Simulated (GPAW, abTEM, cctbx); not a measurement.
# ZrFeAu: the scripts behind a bonding study

Short scripts, each with its output. The cell comes from substitution in a known structure type and wasn't matched to any measured phase.

### 1. Build the all-electron density and subtract free atoms

```text
cell
1.0
     0.000000000   -3.987402520    0.000000000
     3.987402520    0.000000000    0.000000000
    -1.993701260    1.993701260    6.714567725
Au Zr Fe
2 2 2
Direct
0.131771220 0.131771220 0.263542440
0.868228780 0.868228780 0.736457560
0.342988550 0.342988550 0.685977100
0.657011450 0.657011450 0.314022900
0.500000000 0.000000000 0.000000000
0.000000000 0.500000000 0.000000000
```

```python
import numpy as np
from ase.io import read
from ase.units import Bohr
from gpaw import GPAW, PW, FermiDirac
from gpaw.calculator import GPAW as OldGPAW
from gpaw.mpi import serial_comm, world
from scipy.special import erfc
from scipy.spatial import cKDTree

atoms = read("cell.vasp")
atoms.set_initial_magnetic_moments([0, 0, 0, 0, 3, 3])
atoms.calc = GPAW(mode=PW(450), xc="PBE", kpts={"size": (6, 6, 6), "gamma": True},
                 occupations=FermiDirac(0.1), maxiter=120, symmetry={"tolerance": 1e-5}, txt="scf.txt")
atoms.get_potential_energy()
rho = atoms.calc.get_all_electron_density(gridrefinement=2)
moments = atoms.get_magnetic_moments() if atoms.calc.get_number_of_spins() == 2 else np.zeros(len(atoms))
total = atoms.get_magnetic_moment() if moments.any() else 0.0
if world.rank == 0:
    free = OldGPAW(mode=PW(450), xc="PBE", txt=None, communicator=serial_comm)
    neutral = atoms.copy()
    neutral.set_initial_magnetic_moments(None)
    free.initialize(neutral)
    free.set_positions(neutral)
    drho = rho - free.get_all_electron_density(gridrefinement=2)
    # GPAW starts from confined atoms: exchange their smooth part for that of the datasets' free atoms
    h = np.stack(np.meshgrid(*[np.fft.fftfreq(n, 1 / n) for n in drho.shape], indexing="ij"), -1)
    gabs = np.linalg.norm(h @ atoms.cell.reciprocal(), axis=-1)
    tails = np.fft.fftn(free.get_pseudo_density(gridrefinement=2))
    g, form, v0 = np.linspace(0, gabs.max(), 1500), {}, 0
    for e in set(atoms.symbols):
        idx = atoms.symbols.search(e)
        d = free.setups[idx[0]].data
        r, w = d.rgd.r_g * Bohr, d.rgd.r_g**2 * d.rgd.dr_g
        j0 = np.sinc(2 * g[:, None] * r)
        smooth = sum(f * p**2 for f, p in zip(d.f_j, d.phit_jg)) + np.sqrt(4 * np.pi) * d.nct_g
        full = sum(f * p**2 for f, p in zip(d.f_j, d.phi_jg)) + np.sqrt(4 * np.pi) * d.nc_g
        phase = sum(np.exp(-2j * np.pi * h @ s) for s in atoms.get_scaled_positions()[idx])
        tails -= np.interp(gabs, g, j0 @ (smooth * w)) * phase * drho.size / atoms.get_volume()
        form[e] = j0 @ (full * w)
        v0 += 2 * np.pi / 3 * 14.3996 * (full * w * r**2).sum() * len(idx)  # V A^3
    tails *= 0.5 * erfc((gabs - 1.8) / 0.25)  # the tails differ at long wavelengths alone
    drho += np.fft.ifftn(tails).real  # crystal minus superposed spherical free atoms
    np.save("drho.npy", drho)
    dv = atoms.get_volume() / drho.size
    print("grid", drho.shape, " electrons %.3f" % (rho.sum() * dv), " moved by bonding %.3f e" % (abs(drho).sum() * dv / 2))
    pts = np.indices(drho.shape).reshape(3, -1).T / drho.shape @ atoms.cell
    shifts = (np.indices((3, 3, 3)).reshape(3, -1).T - 1) @ atoms.cell
    images = (atoms.positions[None] + shifts[:, None]).reshape(-1, 3)
    dist, idx = cKDTree(images).query(pts, k=4)
    out = drho.ravel()[dist[:, 0] > 0.5]
    print("deformation density beyond 0.5 A of the nuclei: max %.3f, min %.3f e/A^3" % (out.max(), out.min()))
    tie = dist < dist[:, :1] + 1e-4
    q = -np.bincount((idx % len(atoms))[tie], (drho.ravel()[:, None] / tie.sum(1, keepdims=True) * tie)[tie], len(atoms)) * dv
    print("atom        x       y       z   Voronoi charge  moment")
    for a, s, c, m in zip(atoms, atoms.get_scaled_positions(), q, moments):
        print("%-2s%-3d %7.4f %7.4f %7.4f %10.3f %10.2f" % (a.symbol, a.index + 1, *s, c, m))
    np.savez("free.npz", g=g, **form)
    print("mean inner potential of superposed free atoms %.3f V" % (v0 / atoms.get_volume()))
    print("total magnetic moment %.3f muB" % total)
```

```console
$ OMP_NUM_THREADS=1 mpirun -n 4 gpaw python run.py > gpaw.log
```

```text
gpts.py:43: UserWarning: Initial realspace grid (20,20,36) inconsistent with symmetries.
gpts.py:43: UserWarning: Initial realspace grid (20,20,36) inconsistent with symmetries.
gpts.py:43: UserWarning: Initial realspace grid (20,20,36) inconsistent with symmetries.
gpts.py:43: UserWarning: Initial realspace grid (20,20,36) inconsistent with symmetries.
gpts.py:70: UserWarning: Using symmetrized grid: (36,36,36).
gpts.py:70: UserWarning: Using symmetrized grid: (36,36,36).
gpts.py:70: UserWarning: Using symmetrized grid: (36,36,36).
gpts.py:70: UserWarning: Using symmetrized grid: (36,36,36).
grid (72, 72, 72)  electrons 290.000  moved by bonding 1.767 e
deformation density beyond 0.5 A of the nuclei: max 0.401, min -0.292 e/A^3
atom        x       y       z   Voronoi charge  moment
Au1    0.1318  0.1318  0.2635      0.083      -0.04
Au2    0.8682  0.8682  0.7365      0.083      -0.04
Zr3    0.3430  0.3430  0.6860      0.151      -0.30
Zr4    0.6570  0.6570  0.3140      0.151      -0.30
Fe5    0.5000  0.0000  0.0000     -0.234       1.93
Fe6    0.0000  0.5000  0.0000     -0.234       1.93
mean inner potential of superposed free atoms 26.076 V
total magnetic moment 2.733 muB
```

Time: 97 s on 4 cores of Arm Neoverse V2 (shared host), peak memory 1.6 GiB.

### 2. Fourier-transform the difference

```python
from cctbx import adptbx, crystal, miller, xray
from cctbx.eltbx import tiny_pse
import numpy as np

cs = crystal.symmetry(unit_cell=(3.9874, 3.9874, 13.4291, 90, 90, 90), space_group_symbol='Hall: -I 4 2')  # I4/mmm
atoms = [  # label, site, U (iso, or U11 U22 U33 U12 U13 U23 in A^2), occupancy
    ("Au1", (0, 0, 0.13177), 0.0000, 1),
    ("Zr1", (0, 0, 0.34299), 0.0000, 1),
    ("Fe1", (0, 0.5, 0), 0.0000, 1),
]
xs = xray.structure(crystal_symmetry=cs)
for label, site, u, occ in atoms:
    u = adptbx.u_cif_as_u_star(cs.unit_cell(), u) if isinstance(u, tuple) else u
    xs.add_scatterer(xray.scatterer(label, site=site, u=u, occupancy=occ))
xs.scattering_type_registry(table="wk1995")
drho = np.load("drho.npy")
T = np.array([[0, 1, 0], [-1, 0, 0], [1, 1, 2]])  # conventional axes in terms of the primitive ones
dF = np.fft.ifftn(drho) * 213.51491  # electrons a conventional cell, indexed by primitive hkl
ms = miller.build_set(cs, anomalous_flag=False, d_min=0.9).sort("resolution")
iam = ms.structure_factors_from_scatterers(xs, algorithm="direct").f_calc()
p1 = xs.expand_to_p1()
z = np.array([tiny_pse.table(sc.scattering_type).atomic_number() for sc in p1.scatterers()])
x = np.array(p1.sites_frac())
free = np.load("free.npz")
print("static structure factors of the conventional cell: F in electrons, V (Mott-Bethe) in volts")
print("   h  k  l      d  |F| table  |F| free   |F| DFT   change   |V| free  |V| DFT  change %")
for h, d, table in list(zip(ms.indices(), ms.d_spacings().data(), iam.data()))[:16]:
    df = dF[tuple(np.rint(np.linalg.solve(T, h)).astype(int))]
    phase = np.exp(2j * np.pi * x @ h)
    f = sum(np.interp(1 / d, free["g"], free[sc.scattering_type]) * p for sc, p in zip(p1.scatterers(), phase))
    fz = (z * phase).sum()
    c = 14.3996 * d * d / (np.pi * cs.unit_cell().volume())
    v0, v1 = abs(fz - f) * c, abs(fz - f - df) * c
    print("%4d%3d%3d %7.4f %9.3f %9.3f %9.3f %8.3f %9.3f %8.3f %8s" % (h + (d, abs(table), abs(f), abs(f + df), abs(f + df) - abs(f), v0, v1, "%.1f" % (100 * (v1 / v0 - 1)) if v0 > 0.02 else "-")))
```

```console
$ python run.py
```

```text
static structure factors of the conventional cell: F in electrons, V (Mott-Bethe) in volts
   h  k  l      d  |F| table  |F| free   |F| DFT   change   |V| free  |V| DFT  change %
   0  0  2  6.7146    13.155    13.251    13.756    0.506     1.219    0.730    -40.1
   1  0  1  3.8225   120.664   120.410   119.866   -0.544     1.592    1.763     10.7
   0  0  4  3.3573   288.004   287.899   286.690   -1.209     7.378    7.671      4.0
   1  0  3  2.9774    92.037    91.865    91.782   -0.083     0.161    0.176      9.8
   1  1  0  2.8195   322.825   322.849   321.264   -1.585     8.388    8.658      3.2
   1  1  2  2.5996   154.006   153.666   153.908    0.243     5.777    5.742     -0.6
   0  0  6  2.2382   256.340   255.767   255.212   -0.555     8.337    8.397      0.7
   1  0  5  2.2276   167.925   167.806   167.068   -0.738     4.090    4.168      1.9
   1  1  4  2.1591   414.038   413.357   412.119   -1.238    11.312   11.436      1.1
   2  0  0  1.9937   442.524   441.780   440.647   -1.133    11.794   11.891      0.8
   2  0  2  1.9112     5.820     5.461     5.366   -0.095     0.710    0.717      1.0
   2  1  1  1.7677   102.888   102.736   102.398   -0.338     1.526    1.549      1.5
   1  1  6  1.7530    95.797    96.078    95.997   -0.081     1.927    1.933      0.3
   1  0  7  1.7288   123.303   123.086   122.569   -0.517     1.674    1.707      2.0
   2  0  4  1.7142   244.750   244.840   244.174   -0.667     4.640    4.682      0.9
   0  0  8  1.6786   287.717   287.124   286.474   -0.650     6.572    6.611      0.6
```

Time: 0.25 s on 1 core of Arm Neoverse V2 (shared host), peak memory 0.09 GiB.

### 3. Propagate a plane wave with and without the bonding term

```python
import abtem
import numpy as np
from ase.build import make_supercell
from ase.io import read

abtem.config.set({"dask.lazy": False, "fft": "fftw", "diagnostics.progress_bar": False})
M = [[1, 1, 0], [-1, -1, -2], [-1, 1, 0]]  # rows: x, y and beam direction in the primitive cell's axes
unit = make_supercell(read("cell.vasp"), M)
unit.set_cell(list(unit.cell.lengths()) + [90, 90, 90], scale_atoms=True)
unit.positions[:, 2] += 0.7049  # keeps atomic planes off the slice boundaries
unit.wrap()
slab = unit * (2, 2, 72)
print(slab.get_chemical_formula(), "| box %.2f x %.2f x %.2f A" % tuple(slab.cell.lengths()))

# change of the potential by bonding, from the DFT deformation density (Poisson's equation term by term)
drho = np.load("drho.npy")
prim = read("cell.vasp")
h = np.stack(np.meshgrid(*[np.fft.fftfreq(n, 1 / n) for n in drho.shape], indexing="ij"), -1).reshape(-1, 3).astype(int)
g2 = ((h @ prim.cell.reciprocal()) ** 2).sum(1)
keep = (g2 > 0) & (g2 < 2.5**2)
shape = (162, 384, 32)
vg = np.zeros(shape, complex)
hm = h[keep] @ np.array(M).T
move = np.exp(-2j * np.pi * hm[:, 2] * (0.7049 / unit.cell[2, 2] - 0.5 / shape[2]))  # the same shift, sampled at mid-points
vg[tuple(hm.T % np.array(shape)[:, None])] = -14.3996 / np.pi * (np.fft.fftn(drho).ravel() / drho.size)[keep] / g2[keep] * move
dV = np.fft.ifftn(vg).real * vg.size
dV = dV.reshape(162, 384, 4, 8).mean(3) * unit.cell[2, 2] / 4  # V A, projected in each slice
dV = np.tile(dV.transpose(2, 0, 1), (72, 2, 2))


def build(atoms):
    p = abtem.Potential(atoms, gpts=(324, 768), slice_thickness=[slab.cell[2, 2] / 288] * 288,
                        parametrization="lobato", projection="infinite", exit_planes=24).build()
    p.array[:] += BONDING * dV
    return p


sigmas = {'Au': 0.061, 'Zr': 0.069, 'Fe': 0.075}  # r.m.s. displacement along each axis, A
u = np.array([sigmas[s] for s in slab.symbols])[:, None]
rng = np.random.default_rng(559)


def potentials():
    for _ in range(3):  # frozen phonons, one configuration at a time
        atoms = slab.copy()
        atoms.positions += u * rng.standard_normal((len(atoms), 3))
        atoms.wrap()
        yield build(atoms)


for label, BONDING in (("IAM", 0.0), ("DFT", 1.0)):
    print("=====", label)
    rng = np.random.default_rng(559)  # the same displacements for both
    potential = build(slab)
    print("grid", potential.gpts, "slices", potential.num_slices)
    thickness = potential.exit_thicknesses
    wave = abtem.PlaneWave(energy=200000)
    dp = np.mean([wave.multislice(p).diffraction_patterns(max_angle="valid").array for p in potentials()], axis=0)
    hkl = [(0, 0, 0), (0, 0, 2), (1, -1, 0), (1, -1, 2), (2, -2, 0), (2, -2, 2), (3, -3, 0)]
    nx, ny = dp.shape[-2:]
    print("intensity of each beam, fraction of the incident wave")
    print("  t (A)" + "".join("%9s" % " ".join(map(str, h)) for h in hkl) + "  diffuse    total")
    grid = np.zeros((nx, ny), bool)
    grid[nx // 2 % 2::2, ny // 2 % 2::2] = True
    for t, a in list(zip(thickness, dp))[1:]:
        idx = [np.rint(np.array(M) @ np.linalg.solve([[0, 1, 0], [-1, 0, 0], [1, 1, 2]], h)).astype(int) for h in hkl]
        print("%7.1f" % t + "".join("%9.5f" % a[nx // 2 + i[0] * 2, ny // 2 + i[1] * 2] for i in idx) + "%9.4f%9.4f" % (a[~grid].sum(), a.sum()))
```

```console
$ python run.py
```

```text
Au2304Fe2304Zr2304 | box 11.28 x 26.86 x 406.01 A
===== IAM
grid (324, 768) slices 288
intensity of each beam, fraction of the incident wave
  t (A)    0 0 0    0 0 2   1 -1 0   1 -1 2   2 -2 0   2 -2 2   3 -3 0  diffuse    total
   33.8  0.63550  0.00181  0.00302  0.00742  0.01137  0.00049  0.00059   0.0462   0.9957
   67.7  0.66089  0.00157  0.01641  0.00363  0.00465  0.00049  0.00005   0.0888   0.9917
  101.5  0.61172  0.00067  0.01410  0.00095  0.00360  0.00014  0.00114   0.1153   0.9887
  135.3  0.48299  0.00063  0.02213  0.00365  0.00582  0.00067  0.00067   0.1417   0.9857
  169.2  0.38466  0.00053  0.03654  0.00076  0.00551  0.00038  0.00112   0.1821   0.9810
  203.0  0.33718  0.00095  0.03500  0.00132  0.00301  0.00045  0.00102   0.2127   0.9765
  236.8  0.25414  0.00023  0.03598  0.00117  0.00211  0.00037  0.00153   0.2532   0.9711
  270.7  0.19880  0.00184  0.03835  0.00016  0.00100  0.00003  0.00094   0.2881   0.9658
  304.5  0.19339  0.00194  0.02964  0.00051  0.00044  0.00028  0.00070   0.3234   0.9599
  338.3  0.17818  0.00208  0.02428  0.00037  0.00088  0.00010  0.00144   0.3512   0.9542
  372.2  0.17702  0.00387  0.01948  0.00025  0.00146  0.00007  0.00047   0.3801   0.9486
  406.0  0.19846  0.00480  0.01052  0.00040  0.00121  0.00015  0.00077   0.4021   0.9433
===== DFT
grid (324, 768) slices 288
intensity of each beam, fraction of the incident wave
  t (A)    0 0 0    0 0 2   1 -1 0   1 -1 2   2 -2 0   2 -2 2   3 -3 0  diffuse    total
   33.8  0.63538  0.00131  0.00312  0.00735  0.01131  0.00053  0.00067   0.0463   0.9957
   67.7  0.64500  0.00302  0.01759  0.00404  0.00515  0.00042  0.00006   0.0889   0.9917
  101.5  0.59229  0.00060  0.01588  0.00094  0.00372  0.00020  0.00131   0.1167   0.9886
  135.3  0.45294  0.00048  0.02363  0.00422  0.00574  0.00074  0.00092   0.1445   0.9855
  169.2  0.33945  0.00381  0.03904  0.00147  0.00530  0.00045  0.00135   0.1873   0.9805
  203.0  0.28156  0.00370  0.03840  0.00171  0.00269  0.00061  0.00121   0.2202   0.9758
  236.8  0.20372  0.00237  0.03665  0.00223  0.00174  0.00064  0.00190   0.2631   0.9702
  270.7  0.14639  0.00664  0.03950  0.00077  0.00087  0.00009  0.00112   0.3000   0.9646
  304.5  0.14188  0.00586  0.03059  0.00116  0.00034  0.00042  0.00082   0.3365   0.9586
  338.3  0.14235  0.00655  0.02245  0.00147  0.00057  0.00024  0.00169   0.3648   0.9528
  372.2  0.15059  0.00839  0.01817  0.00059  0.00109  0.00016  0.00052   0.3928   0.9472
  406.0  0.17638  0.00920  0.00928  0.00111  0.00096  0.00024  0.00073   0.4134   0.9421
```

Time: 54 s.

[Outputs are excerpts: Python notices, other lines and further rows are left out; steps that failed or that the build refused (PBEsol, TPSS) are not shown.]

[Logs are printed without paths, hosts, clocks, repeated set-up lines and the standing remarks that a program may print on its own settings, such as how far it seeks lower states.]
